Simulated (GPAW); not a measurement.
**How ZnS absorbs and reflects light**

Wanted: where ZnS starts to absorb, how strongly, and its refractive index. The cell comes from an older database entry, whose edges can differ from later determinations, mostly by under a per cent.

Method: DFT, PBE, plane-wave PAW (GPAW data sets), scalar-relativistic, RPA, optical limit, in GPAW 26.7.0.

Most raw output is cut from this account.

The database entry behind the starting cell differs from later determinations by our own check (about 0.1 % short), so it need not match the best structure at ambient conditions.

**1. The structure**

The structure is cubic, space group F-43m (No. 216). The conventional cell has a = 5.404 Å, b = 5.404 Å, c = 5.404 Å, α = 90.00°, β = 90.00°, γ = 90.00°. Nearest to Zn lie 4 S at 2.34 Å. Nearest to S lie 4 Zn at 2.34 Å. Farther neighbours and most contacts between anions are not listed.

**2. Ground state**

The self-consistent density comes first; it also tells whether there is a gap, which decides the occupations and the need for a Drude term.

This step: DFT, PBE, plane-wave PAW (GPAW data sets), scalar-relativistic, ground state (GPAW 26.7.0).

The input, gs.py:

```python
from ase import Atoms
from ase.dft.bandgap import bandgap
from gpaw import GPAW, PW, FermiDirac

atoms = Atoms(['Zn', 'S'],
              cell=[[0.000000000000, 2.702000000000, 2.702000000000],
                    [2.702000000000, 0.000000000000, 2.702000000000],
                    [2.702000000000, 2.702000000000, 0.000000000000]],
              scaled_positions=[[0.750000000000, 0.750000000000, 0.750000000000],
                                [0.000000000000, 0.000000000000, 0.000000000000]],
              pbc=[True, True, True])
atoms.calc = GPAW(mode=PW(500), xc='PBE', kpts={'size': (9, 9, 9), 'gamma': True},
                  occupations=FermiDirac(0.05), maxiter=150, txt='gs.txt')
print('energy (eV)', atoms.get_potential_energy())
print('Fermi level (eV)', atoms.calc.get_fermi_level())
print('valence electrons', atoms.calc.get_number_of_electrons())
print('gap (eV)', bandgap(atoms.calc, output=None)[0])
print('direct gap (eV)', bandgap(atoms.calc, direct=True, output=None)[0])
atoms.calc.write('gs.gpw')
```

Launch:

```console
$ OMP_NUM_THREADS=1 python gs.py
```

The job ended after 6.4 s (1 thread of Arm Neoverse V2, shared host; peak memory 0.14 GiB).

This step gave:

- energy: -6.916 eV
- Fermi energy: 4.698 eV
- gap on the k-mesh: 2.106 eV
- direct gap on the mesh: 2.106 eV
- electrons: 18

There is a gap, 2.11 eV on this mesh (points off the mesh can give less), so no carriers' term is needed.

**3. Bands for the response**

At the fixed density, many empty bands are solved on the mesh of the response, since the spectrum sums over them.

This step: DFT, PBE, plane-wave PAW (GPAW data sets), scalar-relativistic, bands at fixed density (GPAW 26.7.0).

The input, nscf.py:

```python
from ase.dft.bandgap import bandgap
from gpaw import GPAW, FermiDirac

calc = GPAW('gs.gpw').fixed_density(kpts={'size': (15, 15, 15), 'gamma': True}, nbands=50, convergence={'bands': 44},
                                    occupations=FermiDirac(0.001), txt='nscf.txt')
print('gap (eV)', bandgap(calc, output=None)[0])
print('direct gap (eV)', bandgap(calc, direct=True, output=None)[0])
print('top band over the Fermi level (eV)', min(calc.get_eigenvalues(kpt=k)[43] for k in range(len(calc.get_ibz_k_points()))) - calc.get_fermi_level())
calc.write('full.gpw', mode='all')
```

Launch:

```console
$ OMP_NUM_THREADS=1 python nscf.py
```

Elapsed: 1.8 min, on 1 thread; peak memory 0.26 GiB.

**4. Dielectric function, RPA**

Local fields let the induced charge screen the field inside the cell, which as a rule lowers ε, most along directions where the density is uneven.

This step: DFT, PBE, plane-wave PAW (GPAW data sets), scalar-relativistic, RPA, optical limit (GPAW 26.7.0).

The input, df.py:

```python
from gpaw.response.df import DielectricFunction

df = DielectricFunction('full.gpw', frequencies={'type': 'nonlinear', 'domega0': 0.03, 'omega2': 8},
                        ecut=60,
                        eta=0.2,
                        nbands=44,
                        txt='df.txt')
for direction in ['x']:
    df.get_dielectric_function(xc='RPA', direction=direction, filename=f'df_{direction}.csv')
```

Launch:

```console
$ OMP_NUM_THREADS=1 python df.py
```

It took 11 s on 1 thread; peak memory 0.29 GiB.

This step gave:

```
electronic dielectric constant ε∞, mean over x, y and z (by symmetry where fewer were run) : 5.596
main peak of Im epsilon, first axis                                                        : 6.163 eV
centre of weight of the strongest loss peak in the window                                  : 18.09 eV
```

Some rows of df_x.csv (energy; Re and Im without local fields; Re and Im with them):

```text
0.000000, 6.265161, -0.000000, 5.595619, 0.000000
0.619237, 6.335308, 0.046918, 5.658552, 0.042191
1.279498, 6.591224, 0.117110, 5.889860, 0.106716
1.984998, 7.212149, 0.370510, 6.461069, 0.354646
2.740552, 7.771096, 1.162849, 6.907921, 1.138708
3.551683, 8.687999, 2.088797, 7.589168, 1.974143
4.424758, 8.450082, 5.813114, 7.202159, 5.357033
5.367152, 8.656858, 6.614388, 6.606461, 5.542408
6.387465, -0.428553, 10.127325, -0.163909, 8.453799
7.495775, -0.566447, 8.179370, 0.472089, 5.673208
8.703980, -2.304202, 4.499584, -1.001092, 3.991570
10.026223, -1.448543, 2.606513, -0.839981, 2.358767
11.479449, -1.265212, 1.780553, -0.678221, 1.828868
13.084136, -0.881633, 1.102537, -0.545446, 1.289642
14.865263, -0.473487, 0.604407, -0.310612, 0.732313
16.853625, -0.069513, 0.461460, 0.095495, 0.484333
19.087623, 0.159778, 0.378116, 0.347196, 0.489791
21.615770, 0.300926, 0.201430, 0.363002, 0.306634
24.500258, 0.474217, 0.142761, 0.531181, 0.228432
27.822136, 0.599663, 0.087252, 0.618760, 0.169823
31.689054, 0.689757, 0.076382, 0.659514, 0.126178
```

Values under the direct gap are tails of Lorentzian lines. The Im ε, E ∥ x by photon energy; read off at these points:

```
photon energy (eV)  Im ε, E ∥ x
               0.0            0
               1.0       0.0747
               2.0        0.368
               3.0         1.40
               4.0         3.60
               5.0         5.14
               6.0         9.86
               6.2         10.0
               7.0         5.55
               8.0         5.44
               9.0         4.03
              10.0         2.37
              11.0         2.07
              12.0         1.61
              13.0         1.31
              14.0         1.04
              15.0        0.701
              16.0        0.564
              17.0        0.473
              18.0        0.456
              19.0        0.476
              20.0        0.440
              21.0        0.359
              22.0        0.274
              23.0        0.263
              24.0        0.225
              25.0        0.236
              26.0        0.201
              27.0        0.172
              28.0        0.172
              29.0        0.174
              30.0        0.153
              31.0        0.133
              32.0        0.120
              33.0       0.0921
              34.0       0.0734
              35.0       0.0685
              36.0       0.0679
```

Re ε, E ∥ x against photon energy:

```
photon energy (eV)  Re ε, E ∥ x
                 0         5.60
                 2         6.47
                 4         8.06
                 6         3.99
                 8       -0.102
                10       -0.884
                12       -0.650
                14       -0.479
                16      -0.0712
                18        0.258
                20        0.284
                22        0.403
                24        0.495
                26        0.554
                28        0.624
                30        0.636
                32        0.659
                34        0.706
                36        0.746
```

Refractive index n and extinction k against photon energy:

```
photon energy (eV)      n       k
                 0   2.37       0
                 1   2.40  0.0155
                 2   2.55  0.0723
                 3   2.68   0.261
                 4   2.91   0.620
                 5   2.63   0.977
                 6   2.70    1.82
                 7   1.77    1.57
                 8   1.63    1.66
                 9   1.24    1.62
                10  0.907    1.31
                11  0.822    1.26
                12  0.737    1.09
                13  0.657   0.997
                14  0.578   0.902
                15  0.487   0.719
                16  0.499   0.565
                17  0.546   0.433
                18  0.626   0.365
                19  0.686   0.347
                20  0.635   0.346
                21  0.640   0.281
                22  0.667   0.205
                23  0.698   0.188
                24  0.721   0.156
                25  0.752   0.157
                26  0.756   0.133
                27  0.771   0.111
                28  0.797   0.108
                29  0.790   0.110
                30  0.803  0.0955
                31  0.810  0.0819
                32  0.815  0.0733
                33  0.826  0.0558
                34  0.841  0.0436
                35  0.856  0.0400
                36  0.864  0.0393
```

Values under the direct gap are tails of Lorentzian lines. The Im ε, E ∥ x by photon energy; read off at these points:

```
photon energy (eV)  without local fields  with local fields
                 0                     0                  0
                 2                 0.384              0.368
                 4                  3.88               3.60
                 6                  12.7               9.86
                 8                  7.03               5.44
                10                  2.60               2.37
                12                  1.51               1.61
                14                 0.850               1.04
                16                 0.482              0.564
                18                 0.395              0.456
                20                 0.279              0.440
                22                 0.196              0.274
                24                 0.133              0.225
                26                 0.112              0.201
                28                0.0870              0.172
                30                0.0742              0.153
                32                0.0735              0.120
                34                0.0520             0.0734
                36                0.0571             0.0679
```

The reflectivity at normal incidence, E ∥ x by photon energy; read off at these points:

photon energy (eV), reflectivity at normal incidence, E ∥ x (%) and a bar:
```
      0.0       16.5 ############
      1.0       17.0 ############
      2.0       19.0 ##############
      3.0       21.3 ################
      4.0       25.7 ###################
      5.0       25.5 ###################
      6.0       36.5 ###########################
      6.3       40.0 ##############################
      7.0       30.1 ######################
      8.0       32.7 ########################
      8.5       37.5 ############################
      9.0       35.2 ##########################
      9.3       38.2 #############################
     10.0       32.1 ########################
     11.0       32.9 #########################
     12.0       30.0 ######################
     13.0       29.7 ######################
     14.0       30.0 ######################
     15.0       28.6 #####################
     16.0       22.3 ################
     17.0       15.2 ###########
     18.0        9.8 #######
     19.0        7.4 #####
     20.0        9.0 ######
     21.0        7.5 #####
     22.0        5.4 ####
     23.0        4.3 ###
     24.0        3.4 ##
     25.0        2.8 ##
     26.0        2.5 #
     27.0        2.1 #
     28.0        1.6 #
     29.0        1.7 #
     30.0        1.5 #
     31.0        1.3 #
     32.0        1.2 
     33.0        1.0 
     34.0        0.8 
     35.0        0.6 
     36.0        0.6
```

From ε follow the optical constants at some laser and lamp lines:

```
wavelength (nm)     n      k  R (%)     1/α
           1550  2.39  0.012   16.8   10 µm
           1064  2.42  0.019   17.2  4.4 µm
            800  2.46  0.031   17.8  2.0 µm
            633  2.54  0.065   18.9  769 nm
            532  2.61  0.134   20.0  316 nm
            405  2.70  0.279   21.5  116 nm
            248  2.63  0.978   25.5   20 nm
```

Below the direct gap, k and the depth come from the tails of the Lorentzian lines, not from transitions.

Rows near the edge hang on the gap, which this functional as a rule makes too small, and phonon-assisted absorption is left out.

**5. Summary of results**

```json
{
  "electronic dielectric constant ε∞, mean over x, y and z (by symmetry where fewer were run) (RPA)": "5.60",
  "main peak of Im epsilon, first axis": "6.16 eV",
  "centre of weight of the strongest loss peak in the window, first axis": "18.1 eV"
}
```

In words: At this level (PBE, RPA) ZnS has ε∞ = 5.60 and n = 2.39 at 1550 nm, and Im ε peaks at 6.2 eV. On the mesh the gap is 2.11 eV and the least direct gap 2.11 eV. Local fields change the static value along x from 6.27 to 5.60 (-11 %). Distinct maxima of Im ε, read by a parabola through the highest points, lie at 4.52 eV (5.5) and 6.16 eV (10). Excitons and phonon-assisted transitions are missing; PBE gaps are as a rule too small, which pulls the onset down and ε∞ up. The sum runs over mesh points, so small or evenly spaced maxima can still be ripples of the mesh. In this version of GPAW the matrix elements of the optical limit are incomplete, which can lower ε − 1 by up to a tenth where first-row anions or d states rule, and shift it by more in d metals.

[Machine, clock and banner lines and Python warnings are left out of the logs.]

[Logs are printed without paths, hosts, clocks, repeated set-up lines and the standing remarks that a program may print on its own settings, such as how far it seeks lower states.]

[Hosts, paths, dates, database ids (printed as entryN), source tags and the programs' standing remarks are cut or masked in the printed files.]
